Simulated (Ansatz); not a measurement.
## Nb-Ti-Nb stack of (111) layers: lattice stability ahead of a resistivity run

The plan: relax Nb-Ti-Nb stack of (111) layers, check its phonons, and, if the lattice is stable, compute its Eliashberg function and ρ(T).

Main program and level: Ansatz 0.2.0; DFT PBEsol, scalar-relativistic, plane waves, PAW; PAW set soft_1.

## 1. The structure

The cell holds 3 atoms: 2 Nb and 1 Ti. Its edges and angles: a = 2.923 Å, b = 2.923 Å, c = 15.773 Å, α = 90.0°, β = 90.0°, γ = 120.0°. Vacuum lies along c.

## 2. Relaxation

The structure is brought to rest under this functional.

input.yaml

```yaml
crystal:
  lattice:
    - [2.92265, 0.0, 0.0]
    - [-1.46133, 2.53109, 0.0]
    - [0.0, 0.0, 15.77267]
  atoms:
    - { symbol: Nb, position: [0.0, 0.0, 0.34870435] }
    - { symbol: Ti, position: [0.33333333, 0.66666667, 0.5] }
    - { symbol: Nb, position: [0.66666667, 0.33333333, 0.65129565] }
  periodic: [true, true, false]
kpoints:
  mp_grid: { grid: [12, 12, 1] }
hamiltonian:
  xc: pbesol
  pseudopotentials: { kind: paw, azcp: { folder: soft_1 }, xc_functional: pbe }
scf:
  occupations: { method: gaussian, width: 0.1 }
output:
  forces: true
  stress: true
  eigenvalues: true
relax:
  adjacent_minimum: "off"
  f_tol: 0.005
  max_steps: 80
  cell: { stress_2d_tol: 0.02 }
```

Started as:

```console
$ ansatz run input.yaml --threads 4 --pin off --max-ram 12288MiB --backend cpu --events-out ev --progress --plain --runs-dir out
```

Numbers of over 12 decimals in the logs are rounded to 6 here.

What it wrote:

```text
Warning: crystal.periodic: the lattice vector that does not repeat stood 0.000° off the slab's normal, 15.773 Å along it as the deck builds it. The run solves the slab on a vector along the normal, 33.345 Å long, with every atom where it was (on the deck's vector they left 11.00 Å outside them, and the widest stretch free of ions among them is 2.39 Å). A fractional position that the run reports is one of the run's ce [...]
crystal.periodic: the lattice vector that does not repeat stood 0.000° off the slab's normal, 15.773 Å along it as the deck builds it. The run solves the slab on a vector along the normal, 33.345 Å long, with every atom where it was (on the deck's vector they left 11.00 Å outside them, and the widest stretch free of ions among them is 2.39 Å). A fractional position that the run reports is one of the run's cell, which [...]
Engine: ansatz 0.2.0, aarch64-unknown-linux-gnu
Pseudopotentials: kind: paw
Pseudopotential: Nb, paw, valence charge 13, recommended cutoff 420 eV (normal), soft_1/Nb.paw.azcp
Pseudopotential: Ti, paw, valence charge 12, recommended cutoff 420 eV (normal), soft_1/Ti.paw.azcp
Functional definition: PBEsol
  exchange = pbesol_x
  correlation = pbesol_c
Crystal: 3 atoms, lattice volume = 246.672 Å³
Basis set: ecut = 420 eV, 4791 PW (Γ), exchange–correlation on 40×40×450 points (8 copies of the dense FFT grid, shifted against one another)
Bands: 23, of which v1, the nominal top of the filled ones, is band 19 counted from 1 (18 counted from 0)
Symmetry: 12 space group operations
Space group: P-3m1 (ITA 164), of the structure as read, at distance tolerance 6.3e-5 Å
k-points: 19 of 144
Non-local potential: Nb, projectors of the file, l = 0: 3, l = 1: 2, l = 2: 2, l = 3: 1
Non-local potential: Ti, projectors of the file, l = 0: 3, l = 1: 2, l = 2: 3, l = 3: 1
PAW form: soft (Blöchl's): semilocal exchange-correlation on the pseudo side does not see the compensation charge
PAW frozen core: Nb, regenerated for the run's functional, and the local potential with it (the file was generated under x = pbe(κ = 0.804, μ = 0.219515), c = pbe(β = 0.066725))
PAW frozen core: Ti, regenerated for the run's functional, and the local potential with it (the file was generated under x = pbe(κ = 0.804, μ = 0.219515), c = pbe(β = 0.066725))
PAW one-centre angular grid: Nb, 590 points (default); XC on 64 Gauss nodes
PAW one-centre angular grid: Ti, 590 points (default); XC on 64 Gauss nodes
Initial density: superposition of atomic densities (neutral atoms: chi_scale 0, normalization atom)
Initial wavefunctions: pseudopotential atomic-orbital guess
Functional: x = pbesol(κ = 0.804, μ = 0.123457), c = pbesol(β = 0.046)
SCF iter   1: F=—  HF=-11467.067906 eV  |F-HF|=—  |Δ(HF+E_count)|=         —  Δρ=7.23e-2  dr2=9.51e1  ethr=3.10e-3  ⟨swp⟩=10.5  Hψ=3192  notcnv=0
preconditioner: auto → LDOS  [metal: Δε(μ)=0.008 eV  Ē_g=3.080 eV  σ=0.100 eV  W_gap=0.05  n_scr=20 (ndim 8)  ℏωp=8.8 eV  f_vac=0.705  D(μ)=6.40/eV (n_scr^D=22)  β→1.0]
SCF iter   2: F=—  HF=-11463.367244 eV  |F-HF|=—  |Δ(HF+E_count)|=    3.70e0  Δρ=3.28e-2  dr2=1.35e1  ethr=3.10e-3  ⟨swp⟩=5.1  Hψ=1409  notcnv=0
SCF iter   3: F=—  HF=-11462.236673 eV  |F-HF|=—  |Δ(HF+E_count)|=    1.13e0  Δρ=1.24e-2  dr2=5.99e-1  ethr=3.10e-3  ⟨swp⟩=4.9  Hψ=1358  notcnv=0
SCF iter   4: F=—  HF=-11462.109953 eV  |F-HF|=—  |Δ(HF+E_count)|=   1.27e-1  Δρ=3.10e-3  dr2=3.57e-2  ethr=1.58e-3  ⟨swp⟩=4.2  Hψ=1276  notcnv=0
SCF iter   5: F=—  HF=-11462.110959 eV  |F-HF|=—  |Δ(HF+E_count)|=   1.01e-3  Δρ=9.86e-4  dr2=2.06e-3  ethr=9.41e-5  ⟨swp⟩=3.5  Hψ=952  notcnv=0
SCF iter   6: F=—  HF=-11462.111181 eV  |F-HF|=—  |Δ(HF+E_count)|=   2.22e-4  Δρ=2.64e-4  dr2=2.72e-4  ethr=5.42e-6  ⟨swp⟩=3.5  Hψ=822  notcnv=0
SCF iter   7: F=—  HF=-11462.111201 eV  |F-HF|=—  |Δ(HF+E_count)|=   2.06e-5  Δρ=6.96e-5  dr2=1.72e-5  ethr=7.15e-7  ⟨swp⟩=3.8  Hψ=993  notcnv=0
SCF iter   8: F=—  HF=-11462.111176 eV  |F-HF|=—  |Δ(HF+E_count)|=   2.54e-5  Δρ=3.39e-5  dr2=7.30e-6  ethr=4.54e-8  ⟨swp⟩=3.8  Hψ=961  notcnv=0
SCF iter   9: F=—  HF=-11462.111176 eV  |F-HF|=—  |Δ(HF+E_count)|=   3.83e-7  Δρ=6.82e-6  dr2=9.57e-7  ethr=1.92e-8  ⟨swp⟩=2.5  Hψ=587  notcnv=0
SCF iter  10: F=-11462.111176 eV  HF=-11462.111176 eV  |F-HF|=1.83e-8  |Δ(HF+E_count)|=   2.56e-8  Δρ=2.84e-6  dr2=2.19e-8  ethr=2.63e-10  ⟨swp⟩=10.2  Hψ=3275  notcnv=0
SCF 1 converged in 10 iterations: F = -11462.111176 eV  dr2 = 2.19e-8
  greatest PAW one-centre occupation: 0.999 electrons in one spin orbital (limit 2), on the Ti atom at site 1 (counted from 0), in its partial waves of l = 0
relax step   1: F+E_penalty+E_count = -11462.11117616 eV  Δ(F+E_penalty+E_count) = +0.000e0 eV  max|allowed force component| = 3.312e-1 eV/Å  Δτ_max = 0.0000 Å  P = -9.327 N/m  Ω = 246.672 Å³  fix = [c, alpha, beta]  reactions: c +0.000 N/m  (10 SCF iters, dr2 threshold 1.00e-7 eV, accepted)
Crystal: 3 atoms, lattice volume = 223.212 Å³
Basis set: ecut = 420 eV, 4383 PW (Γ), exchange–correlation on 40×40×450 points (8 copies of the dense FFT grid, shifted against one another)
Initial density: handed on by an earlier stage of this run
Initial wavefunctions: those handed on with the density
SCF iter   1: F=—  HF=-11462.340312 eV  |F-HF|=—  |Δ(HF+E_count)|=         —  Δρ=1.90e-2  dr2=5.09e0  ethr=3.10e-3  ⟨swp⟩=15.8  Hψ=3533  notcnv=0
preconditioner: auto → LDOS  [metal: Δε(μ)=0.018 eV  Ē_g=2.977 eV  σ=0.100 eV  W_gap=0.10  n_scr=20 (ndim 8)  ℏωp=9.3 eV  f_vac=0.718  D(μ)=5.91/eV (n_scr^D=22)  β→1.0]
SCF iter   2: F=—  HF=-11462.147970 eV  |F-HF|=—  |Δ(HF+E_count)|=   1.92e-1  Δρ=4.35e-3  dr2=4.48e-2  ethr=3.10e-3  ⟨swp⟩=3.3  Hψ=717  notcnv=0  defer=1
SCF iter   3: F=—  HF=-11462.147677 eV  |F-HF|=—  |Δ(HF+E_count)|=   2.93e-4  Δρ=1.82e-3  dr2=2.66e-2  ethr=1.18e-4  ⟨swp⟩=4.7  Hψ=1190  notcnv=0
SCF iter   4: F=—  HF=-11462.146505 eV  |F-HF|=—  |Δ(HF+E_count)|=   1.17e-3  Δρ=2.33e-4  dr2=1.89e-4  ethr=7.01e-5  ⟨swp⟩=2.8  Hψ=619  notcnv=0
SCF iter   5: F=—  HF=-11462.146554 eV  |F-HF|=—  |Δ(HF+E_count)|=   4.90e-5  Δρ=7.90e-5  dr2=2.36e-5  ethr=4.97e-7  ⟨swp⟩=4.4  Hψ=1161  notcnv=0
SCF iter   6: F=—  HF=-11462.146562 eV  |F-HF|=—  |Δ(HF+E_count)|=   7.25e-6  Δρ=4.68e-5  dr2=6.01e-6  ethr=6.22e-8  ⟨swp⟩=3.6  Hψ=1025  notcnv=0
SCF iter   7: F=-11462.146562 eV  HF=-11462.146562 eV  |F-HF|=5.22e-8  |Δ(HF+E_count)|=   4.17e-7  Δρ=1.01e-5  dr2=2.32e-7  ethr=7.89e-10  ⟨swp⟩=13.8  Hψ=3569  notcnv=0
SCF 2 converged in 7 iterations: F = -11462.146562 eV  dr2 = 2.32e-7
[...]
SCF iter   3: F=—  HF=-11462.287257 eV  |F-HF|=—  |Δ(HF+E_count)|=   1.43e-2  Δρ=1.58e-3  dr2=3.94e-2  ethr=8.14e-4  ⟨swp⟩=3.4  Hψ=794  notcnv=0
SCF iter   4: F=—  HF=-11462.285392 eV  |F-HF|=—  |Δ(HF+E_count)|=   1.87e-3  Δρ=3.67e-4  dr2=1.06e-3  ethr=1.04e-4  ⟨swp⟩=2.6  Hψ=635  notcnv=0
SCF iter   5: F=—  HF=-11462.285419 eV  |F-HF|=—  |Δ(HF+E_count)|=   2.75e-5  Δρ=1.48e-4  dr2=1.78e-4  ethr=2.80e-6  ⟨swp⟩=3.7  Hψ=882  notcnv=0
SCF iter   6: F=—  HF=-11462.285390 eV  |F-HF|=—  |Δ(HF+E_count)|=   2.96e-5  Δρ=3.09e-5  dr2=1.09e-5  ethr=4.68e-7  ⟨swp⟩=2.4  Hψ=630  notcnv=0
iter 7 did not close the SCF: its close was put off until two iterations running show no level that it waits for move by more than its bar (scf_convergence_deferred on its scf_iter line)
SCF iter   7: F=-11462.285391 eV  HF=-11462.285391 eV  |F-HF|=3.66e-8  |Δ(HF+E_count)|=   1.21e-6  Δρ=7.44e-6  dr2=1.94e-7  ethr=7.89e-10  ⟨swp⟩=14.2  Hψ=3582  notcnv=0
iter 8 did not close the SCF: its close was put off until two iterations running show no level that it waits for move by more than its bar (scf_convergence_deferred on its scf_iter line)
SCF iter   8: F=-11462.285391 eV  HF=-11462.285391 eV  |F-HF|=4.60e-8  |Δ(HF+E_count)|=   5.79e-8  Δρ=4.94e-6  dr2=9.70e-8  ethr=5.11e-10  ⟨swp⟩=4.9  Hψ=1986  notcnv=0
SCF iter   9: F=-11462.285391 eV  HF=-11462.285391 eV  |F-HF|=1.03e-9  |Δ(HF+E_count)|=   1.86e-8  Δρ=1.15e-6  dr2=9.94e-9  ethr=2.55e-10  ⟨swp⟩=4.6  Hψ=1881  notcnv=0
SCF 3 converged in 9 iterations: F = -11462.285391 eV  dr2 = 9.94e-9
relax step   3: F+E_penalty+E_count = -11462.28539082 eV  Δ(F+E_penalty+E_count) = -1.388e-1 eV  max|allowed force component| = 1.034e-1 eV/Å  Δτ_max = 0.1074 Å  P = -1.403 N/m  Ω = 230.215 Å³  energy of the carried Pulay correction = +3.982e-4 eV  fix = [c, alpha, beta]  reactions: c -0.000 N/m  (9 SCF iters, dr2 threshold 3.00e-7 eV, accepted)
[...]
relax step   4: F+E_penalty+E_count = -11462.29407500 eV  Δ(F+E_penalty+E_count) = -8.684e-3 eV  max|allowed force component| = 4.309e-2 eV/Å  Δτ_max = 0.0255 Å  P = -0.497 N/m  Ω = 227.492 Å³  energy of the carried Pulay correction = +4.667e-4 eV  fix = [c, alpha, beta]  reactions: c -0.000 N/m  (7 SCF iters, dr2 threshold 3.00e-7 eV, accepted)
[...]
relax step   5: F+E_penalty+E_count = -11462.29550767 eV  Δ(F+E_penalty+E_count) = -1.433e-3 eV  max|allowed force component| = 1.726e-3 eV/Å  Δτ_max = 0.0162 Å  P = -0.048 N/m  Ω = 226.074 Å³  energy of the carried Pulay correction = +5.027e-4 eV  fix = [c, alpha, beta]  reactions: c -0.000 N/m  (6 SCF iters, dr2 threshold 2.83e-7 eV, accepted)
[...]
relax step   6: F+E_penalty+E_count = -11462.29551338 eV  Δ(F+E_penalty+E_count) = -5.706e-6 eV  max|allowed force component| = 5.197e-4 eV/Å  Δτ_max = 0.0000 Å  P = +0.007 N/m  Ω = 225.987 Å³  energy of the carried Pulay correction = +5.049e-4 eV  fix = [c, alpha, beta]  reactions: c +0.000 N/m  (4 SCF iters, dr2 threshold 2.67e-9 eV, accepted)
Initial wavefunctions: pseudopotential atomic-orbital guess (no wavefunctions were taken with the density)
iter 1 solved again at ethr=9.05e-8 eV; its pass at ethr=3.10e-3 eV (dr2=3.44e-5 eV) is discarded
SCF iter   1: F=—  HF=-11462.294966 eV  |F-HF|=—  |Δ(HF+E_count)|=         —  Δρ=3.75e-5  dr2=4.69e-7  ethr=9.05e-8  ⟨swp⟩=7.3  Hψ=5438  notcnv=0
preconditioner: auto → LDOS  [metal: Δε(μ)=0.011 eV  Ē_g=2.837 eV  σ=0.100 eV  W_gap=0.06  n_scr=20 (ndim 8)  ℏωp=9.2 eV  f_vac=0.711  D(μ)=5.27/eV (n_scr^D=20)  β→1.0]
SCF iter   2: F=—  HF=-11462.294949 eV  |F-HF|=—  |Δ(HF+E_count)|=   1.65e-5  Δρ=2.21e-5  dr2=3.91e-6  ethr=1.23e-9  ⟨swp⟩=3.9  Hψ=1138  notcnv=0
SCF iter   3: F=—  HF=-11462.294949 eV  |F-HF|=—  |Δ(HF+E_count)|=   2.31e-7  Δρ=4.24e-6  dr2=2.44e-7  ethr=1.23e-9  ⟨swp⟩=2.9  Hψ=842  notcnv=0
SCF iter   4: F=—  HF=-11462.294949 eV  |F-HF|=—  |Δ(HF+E_count)|=   8.20e-8  Δρ=4.32e-6  dr2=6.96e-8  ethr=6.42e-10  ⟨swp⟩=2.1  Hψ=584  notcnv=0
SCF iter   5: F=—  HF=-11462.294949 eV  |F-HF|=—  |Δ(HF+E_count)|=   3.55e-9  Δρ=4.45e-7  dr2=1.28e-9  ethr=1.83e-10  ⟨swp⟩=3.3  Hψ=749  notcnv=0
SCF iter   6: F=—  HF=-11462.294949 eV  |F-HF|=—  |Δ(HF+E_count)|=   4.55e-9  Δρ=1.20e-7  dr2=4.90e-11  ethr=3.38e-12  ⟨swp⟩=3.4  Hψ=939  notcnv=0
SCF iter   7: F=—  HF=-11462.294949 eV  |F-HF|=—  |Δ(HF+E_count)|=  3.95e-10  Δρ=5.00e-8  dr2=1.81e-11  ethr=1.00e-12  ⟨swp⟩=2.0  Hψ=546  notcnv=0
SCF iter   8: F=-11462.294949 eV  HF=-11462.294949 eV  |F-HF|=4.37e-11  |Δ(HF+E_count)|=  7.09e-11  Δρ=1.53e-8  dr2=7.42e-13  ethr=1.00e-12  ⟨swp⟩=12.5  Hψ=3411  notcnv=0
SCF 7 converged in 8 iterations: F = -11462.294949 eV  dr2 = 7.42e-13
relax step   7: F+E_penalty+E_count = -11462.29494926 eV  Δ(F+E_penalty+E_count) = +5.641e-4 eV  max|allowed force component| = 6.182e-4 eV/Å  Δτ_max = 0.0000 Å  P = +0.010 N/m  Ω = 225.987 Å³  fix = [c, alpha, beta]  reactions: c +0.000 N/m  stress off target by 1.00e-2 N/m on what of the cell is left free  SCF on the basis re-selected at this cell (its energy is not comparable with the rows above)  (8 SCF iters)
basis re-selected at this cell: Δ(F+E_penalty+E_count) = +5.641e-4 eV, ΔP = +0.003 N/m vs the last step (what re-selecting the basis moved, of the pressure what is left beyond the Pulay correction that the steps carried, after the strain that the cell walked since its last selection, with what the two solves' SCF thresholds leave and, on support functions, any second-order correction that the steps lacked; it is no m [...]
SCF converged after 8 iterations
Free energy (F): -11462.294949 eV
Harris-Foulkes:  -11462.294949 eV  (|F-HF|=4.37e-11)
Internal energy: -11462.268584 eV  (E = F + TS)
E sigma→0 (E₀):  -11462.281767 eV
Entropy (-TS):   -0.026365 eV (-8.788 meV/atom)
Fermi energy:    -5.042806 eV
--- Per-component energies (eV) ---
  E_band       = -1105.997094
  E_kinetic    = 1029.181442
  E_local      = -117230.579350  (includes V_loc(G=0)·N_el)
  E_nonlocal   = 258.368151
  E_hartree    = 57896.931798
  E_xc         = -443.368738
  E_vxc        = -543.677801  (∫ρ·V_xc dr)
  E_paw        = -7071.233535  (= ΣΔE_a)
  E_vpaw       = -413.153294  (= ΣTr[D̂ρ^β])
  E_aug_tail   = 0.000005  (compensation charges beyond the density's cutoff)
  E_ewald      = 54097.914841
  E_core_change = 0.516804  (= ΣΔE_core)
  E_smearing   = -0.026365  (= −TS)
  E_closure    = -0.000000  (closes the sum)
  Σ components = -11462.294949   (vs F -11462.294949, Δ=0.00e0)
--- Forces (eV/Å), atoms counted from 1 ---
  atom   1  Nb     0.00000000    -0.00000000    -0.00061822
  atom   2  Ti     0.00000000     0.00000000     0.00000000
  atom   3  Nb    -0.00000000     0.00000000     0.00061822
  max |Σ_I F_I| component: 4.63e-18 eV/Å
--- 2D stress c σ (N/m, compression-positive) ---
        0.009997      -0.000000       0.000000
       -0.000000       0.009997      -0.000000
        0.000000      -0.000000       0.000000
  P = ½ c Tr σ = 0.0100 N/m
--- Band table (eV; the first three rows and the last of 19) ---
  k-point 0: bands = [... 15 lower, -6.0771, -5.3361, -4.7626, -4.5781, -4.5781, -4.4279, -4.4279, -4.2528]
  k-point 1: bands = [... 15 lower, -6.0476, -5.2359, -5.0054, -4.8692, -4.5786, -4.5455, -4.3397, -4.1699]
  k-point 2: bands = [... 15 lower, -6.1037, -5.5257, -5.3660, -5.2308, -5.1676, -4.6518, -4.0770, -3.6958]
  k-point 18: bands = [... 15 lower, -5.8186, -5.8186, -5.6361, -5.1663, -5.1387, -5.1387, -5.1381, -3.0302]
--- Relaxed structure (6 steps of the walk, 6 accepted, 1 SCFs on fresh bases) ---
  F+E_penalty+E_count = -11462.29494926 eV   max|allowed force component| = 6.182e-4 eV/Å   (the final SCF, on the basis selected at the relaxed cell)
  cell:  # Å, volume = 225.9871 Å³
    - [2.797428, 2.763066890878651e-6, 0]
    - [-1.398716, 2.422642, 0]
    - [0, 0, 33.345345439542]
  atoms:
    - { symbol: Nb, position: [0, 0, 0.163867] }
    - { symbol: Ti, position: [0.333333, 0.666667, 0.236505] }
    - { symbol: Nb, position: [0.666667, 0.333333, 0.309142] }
```

Wall time 20 s (4 threads of Arm Neoverse V1, shared host); peak memory 0.6 GiB; 74 s of CPU time.

The steps of the relaxation:

```
step  energy less that of the first step (eV)  largest force component (eV/Å)  volume (Å³)
   1                                   0.0000                          0.3312       246.67
   2                                  -0.0354                          0.9390       223.21
   3                                  -0.1742                          0.1034       230.21
   4                                  -0.1829                          0.0431       227.49
   5                                  -0.1843                          0.0017       226.07
   6                                  -0.1843                          0.0005       225.99
  7*                                  -0.1838                          0.0006       225.99
```

Relaxation steps marked * repeat the geometry before them on a plane-wave basis chosen anew for their cell, so energy and pressure can jump there.

The run keeps the 12 symmetry operations that it works with, so distortions that break them were not tested.

```
cell as run  before  after  change
      a (Å)   2.923  2.797  -4.3 %
      b (Å)   2.923  2.797  -4.3 %
```

The atoms that moved most (Å, along periodic axes as changes of fractional coordinates times the final cell, across vacuum about the mean position):

```
atom     dx     dy      dz  length
 Nb3  0.000  0.000   0.036   0.036
 Nb1  0.000  0.000  -0.036   0.036
```

The relaxed structure:

```xyz
3
Lattice="2.7974 0.0000 0.0000 -1.3987 2.4226 0.0000 0.0000 0.0000 33.3453" Properties=species:S:1:pos:R:3
Nb    0.0000    0.0000    5.4642
Ti    0.0000    1.6151    7.8863
Nb    1.3987    0.8075   10.3085
```

This step gave:

```yaml
metallic_on_mesh: yes
gap_on_the_k_mesh: 0 eV
```

The relaxation ends with a largest force component of 6.2e-4 eV/Å.

## 3. Relaxing tightly for phonons

Phonons are second derivatives about the minimum, so the remaining forces must be small: the thresholds are tightened.

input.yaml, the sections that differ from step 2:

```yaml
crystal:
  lattice:
    - [2.7974279191, 2.7631e-06, 0.0]
    - [-1.3987163524, 2.4226422617, 0.0]
    - [0.0, 0.0, 33.3453454395]
  atoms:
    - { symbol: Nb, position: [0.0, 0.0, 0.1638673285] }
    - { symbol: Ti, position: [0.3333333333, 0.6666666667, 0.2365048224] }
    - { symbol: Nb, position: [0.6666666667, 0.3333333333, 0.3091423162] }
  periodic: [true, true, false]
scf:
  occupations: { method: methfessel_paxton, width: 0.2 }
relax:
  adjacent_minimum: "off"
  f_tol: 0.001
  max_steps: 60
  cell: { stress_2d_tol: 0.002 }
# kpoints, hamiltonian, output: as in step 2
```

What it wrote:

```text
[the first part of the log is left out]
  E_paw        = -7071.251203  (= ΣΔE_a)
  E_vpaw       = -413.183843  (= ΣTr[D̂ρ^β])
  E_aug_tail   = 0.000006  (compensation charges beyond the density's cutoff)
  E_ewald      = 54159.979783
  E_core_change = 0.516804  (= ΣΔE_core)
  E_smearing   = -0.001158  (= −TS)
  E_closure    = -0.000000  (closes the sum)
  Σ components = -11462.283099   (vs F -11462.283099, Δ=0.00e0)
--- Forces (eV/Å), atoms counted from 1 ---
  atom   1  Nb     0.00000000    -0.00000000    -0.00002306
[...]
-0.000000      -0.001365       0.000000
       -0.000000       0.000000      -0.000000
  P = ½ c Tr σ = -0.0014 N/m
--- Band table (eV; the first three rows and the last of 19) ---
[...]
--- Relaxed structure (4 steps of the walk, 4 accepted, 1 SCFs on fresh bases) ---
[...]
cell:  # Å, volume = 225.6418 Å³
    - [2.795290, 2.7609506072006515e-6, 0]
    - [-1.397647, 2.420790, 0]
    - [0, 0, 33.3453454395]
  atoms:
    - { symbol: Nb, position: [0, 0, 0.163782] }
    - { symbol: Ti, position: [0.333333, 0.666667, 0.236505] }
    - { symbol: Nb, position: [0.666667, 0.333333, 0.309228] }
```

It took 12 s on 4 threads; peak memory 0.58 GiB; 47 s of CPU time.

Little changed from the start: no atom moved by 0.005 Å and no cell edge by 0.1 %.

(Continued in part 2 of 3.)

[Logs are printed without paths, hosts, clocks, repeated set-up lines and the standing remarks that a program may print on its own settings, such as how far it seeks lower states.]

[Hosts, paths, dates, database ids (printed as entryN), source tags and the programs' standing remarks are cut or masked in the printed files.]
